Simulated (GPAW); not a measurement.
# How SiC (Moissanite) absorbs and reflects light, part 2 of 2

Aim: the dielectric function of SiC (Moissanite), and the optical constants that follow from it.

GPAW 26.7.0; DFT, LDA, plane-wave PAW (GPAW data sets), scalar-relativistic, RPA, optical limit.

So far. Step 2 (Ground state): There is a gap, 2.21 eV on this mesh (points off the mesh can give less), so no carriers' term is needed.

### Step 4. Dielectric function, RPA

Local fields let the induced charge screen the field inside the cell, which as a rule lowers ε, most along directions where the density is uneven.

This step: DFT, LDA, plane-wave PAW (GPAW data sets), scalar-relativistic, RPA, optical limit (GPAW 26.7.0).

Input file df.py:

```python
from gpaw.response.df import DielectricFunction

df = DielectricFunction('full.gpw', frequencies={'type': 'nonlinear', 'domega0': 0.03, 'omega2': 8},
                        ecut=50,
                        eta=0.15,
                        nbands=40,
                        txt='df.txt')
for direction in ['x', 'z']:
    df.get_dielectric_function(xc='RPA', direction=direction, filename=f'df_{direction}.csv')
```

On the command line:

```
$ OMP_NUM_THREADS=1 python df.py
```

Numbers of over 12 decimals in the logs are rounded to 6 here.

Output:

```text
Using integrator: PointIntegrator
NonLinearFrequencyDescriptor(from 0.000 to 54.791 eV, 477 points)
Nonperiodic BCs:  [False False False]
Using integrator: PointIntegrator
NonLinearFrequencyDescriptor(from 0.000 to 54.791 eV, 477 points)
Nonperiodic BCs:  [False False False]

Calculating chi0 body with:
    Ground state adapter containing:
    Number of spins: 1
    Number of kpoints: 864
    Number of irreducible kpoints: 100
    Number of completely occupied states: 8
    Number of partially occupied states: 8

    Linear response parametrization:
    q_c: [0.0, 0.0, 0.0]
    Number of frequency points: 477
    Planewave cutoff: 50.0
    Number of bands: 40
    Number of planewaves: 35
    Broadening (eta): 0.15

Integrating chi0 body.

Symmetries of q_c:
    Direct symmetries (Uq -> q): 6
    Indirect symmetries (TUq -> q): 6
In total 12 allowed symmetries.

100 groups of equivalent kpoints. 88.425926% reduction.

Integral kind: spectral function

Calculating chi0 optical extensions with:
    Ground state adapter containing:
    Number of spins: 1
    Number of kpoints: 864
    Number of irreducible kpoints: 100
    Number of completely occupied states: 8
    Number of partially occupied states: 8

    Linear response parametrization:
    Number of frequency points: 477
    Planewave cutoff: 50.0
    Number of bands: 40
    Number of planewaves: 35
    Broadening (eta): 0.15
Integrating chi0 head and wings.

Symmetries of q_c:
    Direct symmetries (Uq -> q): 6
    Indirect symmetries (TUq -> q): 6
In total 12 allowed symmetries.

100 groups of equivalent kpoints. 88.425926% reduction.

Integral kind: spectral function wings
```

Run time: 8.3 s. Hardware: 1 thread of Arm Neoverse V2, shared host; peak memory 0.23 GiB.

Numbers from this step:

```
electronic dielectric constant ε∞, mean over x, y and z (by symmetry where fewer were run) : 6.912
main peak of Im epsilon, first axis                                                        : 6.182 eV
```

Values under the direct gap are tails of Lorentzian lines. The Im ε by photon energy; read off at these points:

```
photon energy (eV)   E ∥ x   E ∥ z
              0.00       0       0
              0.50  0.0161  0.0202
              1.00  0.0333  0.0420
              1.50  0.0530  0.0676
              2.00  0.0771  0.0998
              2.50   0.108   0.144
              3.00   0.153   0.211
              3.50   0.223   0.329
              4.00   0.351   0.595
              4.50   0.723    1.82
              5.00    2.56    8.55
              5.50    5.11    10.6
              6.00    14.6    13.6
              6.18    16.2    16.5
              6.33    14.7    19.6
              6.50    13.7    16.0
              7.00    14.8    13.3
              7.21    15.4    14.9
              7.50    12.3    15.2
              8.00    11.2    9.63
              8.50    9.91    7.92
              9.00    9.45    7.85
              9.50    6.06    6.17
             10.00    5.66    4.94
             10.50    5.10    3.68
             11.00    4.22    3.32
             11.50    3.41    3.10
             12.00    2.98    3.11
             12.50    2.17    2.11
             13.00    2.15    2.29
             13.50    1.96    2.07
```

The Re ε by photon energy:

```
photon energy (eV)   E ∥ x   E ∥ z
               0.0    6.73    7.28
               0.5    6.75    7.32
               1.0    6.84    7.42
               1.5    6.98    7.60
               2.0    7.19    7.88
               2.5    7.50    8.28
               3.0    7.93    8.86
               3.5    8.54    9.73
               4.0    9.46    11.2
               4.5    11.0    14.2
               5.0    12.9    13.7
               5.5    15.8    14.0
               6.0    13.9    12.2
               6.5    7.21    2.07
               7.0    4.53    4.04
               7.5  -0.390  -0.830
               8.0  -0.265   -2.11
               8.5   -1.57   -2.45
               9.0   -2.49   -2.99
               9.5   -3.31   -4.23
              10.0   -3.38   -3.11
              10.5   -2.48   -2.87
              11.0   -3.31   -3.08
              11.5   -2.74   -1.87
              12.0   -2.67   -2.49
              12.5   -2.05   -2.11
              13.0   -1.94   -1.99
              13.5   -1.83   -2.02
```

Values under the direct gap are tails of Lorentzian lines. Table of Im ε, E ∥ x by photon energy; read off at these points:

```
photon energy (eV)  without local fields  with local fields
              0.00                     0                  0
              0.50                0.0177             0.0161
              1.00                0.0366             0.0333
              1.50                0.0582             0.0530
              2.00                0.0846             0.0771
              2.50                 0.119              0.108
              3.00                 0.168              0.153
              3.50                 0.245              0.223
              4.00                 0.387              0.351
              4.50                 0.789              0.723
              5.00                  2.75               2.56
              5.50                  5.85               5.11
              6.00                  16.4               14.6
              6.18                  17.8               16.2
              6.50                  14.9               13.7
              7.00                  16.6               14.8
              7.21                  17.0               15.4
              7.50                  13.2               12.3
              8.00                  12.5               11.2
              8.50                  10.9               9.91
              9.00                  9.89               9.45
              9.50                  6.44               6.06
             10.00                  5.62               5.66
             10.50                  5.24               5.10
             11.00                  4.21               4.22
             11.50                  3.41               3.41
             12.00                  2.85               2.98
             12.50                  2.09               2.17
             13.00                  1.97               2.15
             13.50                  1.72               1.96
```

Table of refractive index n and extinction k by photon energy:

```
photon energy (eV)  n, E ∥ x  k, E ∥ x  n, E ∥ z  k, E ∥ z
               0.0      2.59         0      2.70         0
               0.5      2.60   0.00310      2.71   0.00373
               1.0      2.61   0.00638      2.72   0.00772
               1.5      2.64    0.0100      2.76    0.0123
               2.0      2.68    0.0144      2.81    0.0178
               2.5      2.74    0.0198      2.88    0.0250
               3.0      2.82    0.0272      2.98    0.0355
               3.5      2.92    0.0381      3.12    0.0528
               4.0      3.08    0.0571      3.34    0.0890
               4.5      3.32     0.109      3.77     0.241
               5.0      3.61     0.355      3.86      1.11
               5.5      4.03     0.635      3.97      1.34
               6.0      4.12      1.77      3.90      1.74
               6.5      3.37      2.04      3.01      2.65
               7.0      3.16      2.34      2.99      2.22
               7.5      2.44      2.52      2.68      2.83
               8.0      2.33      2.39      1.97      2.45
               8.5      2.06      2.41      1.71      2.32
               9.0      1.91      2.48      1.65      2.39
               9.5      1.34      2.26      1.28      2.42
              10.0      1.27      2.23      1.17      2.11
              10.5      1.26      2.02     0.949      1.94
              11.0      1.01      2.08     0.851      1.95
              11.5     0.903      1.89     0.934      1.66
              12.0     0.817      1.83     0.864      1.80
              12.5     0.684      1.59     0.662      1.60
              13.0     0.692      1.56     0.723      1.58
              13.5     0.654      1.50     0.660      1.57
```

The reflectivity at normal incidence has structure finer than the step of the table below, so its rows give means over 0.5 eV, whole bins alone (the curve runs from 0 to 14.0 eV). Peaks (eV: height): E ∥ x 7.32: 48.3, 9.28: 53.6, 12.26: 54.4; E ∥ z 6.39: 49.7, 7.67: 53.6, 9.48: 53.9, 10.31: 53.8, 11.03: 53.2, 12.34: 52.7.

Reflectivity at normal incidence against photon energy; means over each step:

```
photon energy (eV)  E ∥ x (%)  E ∥ z (%)
               0.5       19.7       21.2
               1.0       20.0       21.4
               1.5       20.3       21.9
               2.0       20.9       22.5
               2.5       21.6       23.5
               3.0       22.7       24.7
               3.5       24.1       26.5
               4.0       26.0       29.2
               4.5       29.0       34.0
               5.0       32.6       36.9
               5.5       37.6       39.1
               6.0       43.7       42.8
               6.5       42.7       46.9
               7.0       44.8       43.5
               7.5       46.1       50.2
               8.0       44.3       48.2
               8.5       45.8       46.4
               9.0       48.5       47.6
               9.5       49.9       52.5
              10.0       48.9       50.4
              10.5       46.1       50.3
              11.0       51.1       51.2
              11.5       50.2       44.2
              12.0       51.8       48.2
              12.5       49.6       49.5
              13.0       47.2       46.6
              13.5       47.4       49.2
```

Optical constants at common wavelengths, from n + ik = √ε:

```
wavelength (nm)   n x    k x  R (%) x   1/α x   n z    k z  R (%) z   1/α z
           1550  2.61  0.005     19.8   24 µm  2.71  0.006     21.3   20 µm
            800  2.65  0.010     20.4  6.1 µm  2.76  0.013     21.9  5.0 µm
            532  2.72  0.018     21.3  2.4 µm  2.85  0.022     23.1  1.9 µm
            450  2.77  0.023     22.1  1.5 µm  2.92  0.030     24.0  1.2 µm
            405  2.83  0.028     22.8  1.1 µm  2.99  0.037     24.9  868 nm
            308  3.09  0.059     26.1  419 nm  3.36  0.092     29.3  267 nm
            248  3.61  0.355     32.5   56 nm  3.87  1.106     37.9   18 nm
```

Below the direct gap, k and the depth come from the tails of the Lorentzian lines, not from transitions.

Rows near the edge hang on the gap, which this functional as a rule makes too small, and phonon-assisted absorption is left out.

At 1064 nm the birefringence n(z) − n(x) is +0.111: the crystal is uniaxial positive at this level.

### Step 5. Results

* electronic dielectric constant ε∞, mean over x, y and z (by symmetry where fewer were run) (RPA): 6.91
* main peak of Im epsilon, first axis: 6.18 eV

What this shows: At this level (LDA, RPA) SiC has a mean ε∞ = 6.91 and n = 2.61 at 1550 nm (E ∥ x), and Im ε peaks at 6.2 eV (E ∥ x). On the mesh the gap is 2.21 eV and the least direct gap 3.98 eV, so on this mesh the band edges lie at different points. Local fields change the static value along x from 7.13 to 6.73 (-6 %). Distinct maxima of Im ε, read by a parabola through the highest points, lie at 6.18 eV (16) and 7.22 eV (15) for E ∥ x. The static values by axis are 6.73 (x), 7.28 (z). At 1064 nm the birefringence n(z) − n(x) is +0.111: the crystal is uniaxial positive at this level. Excitons and phonon-assisted transitions are missing; LDA gaps are as a rule too small, which pulls the onset down and ε∞ up. The sum runs over mesh points, so small or evenly spaced maxima can still be ripples of the mesh.

[Machine, clock and banner lines and Python warnings are left out of the logs.]

[Logs are printed without paths, hosts, clocks, repeated set-up lines and the standing remarks that a program may print on its own settings, such as how far it seeks lower states.]

[Hosts, paths, dates, database ids (printed as entryN), source tags and the programs' standing remarks are cut or masked in the printed files.]
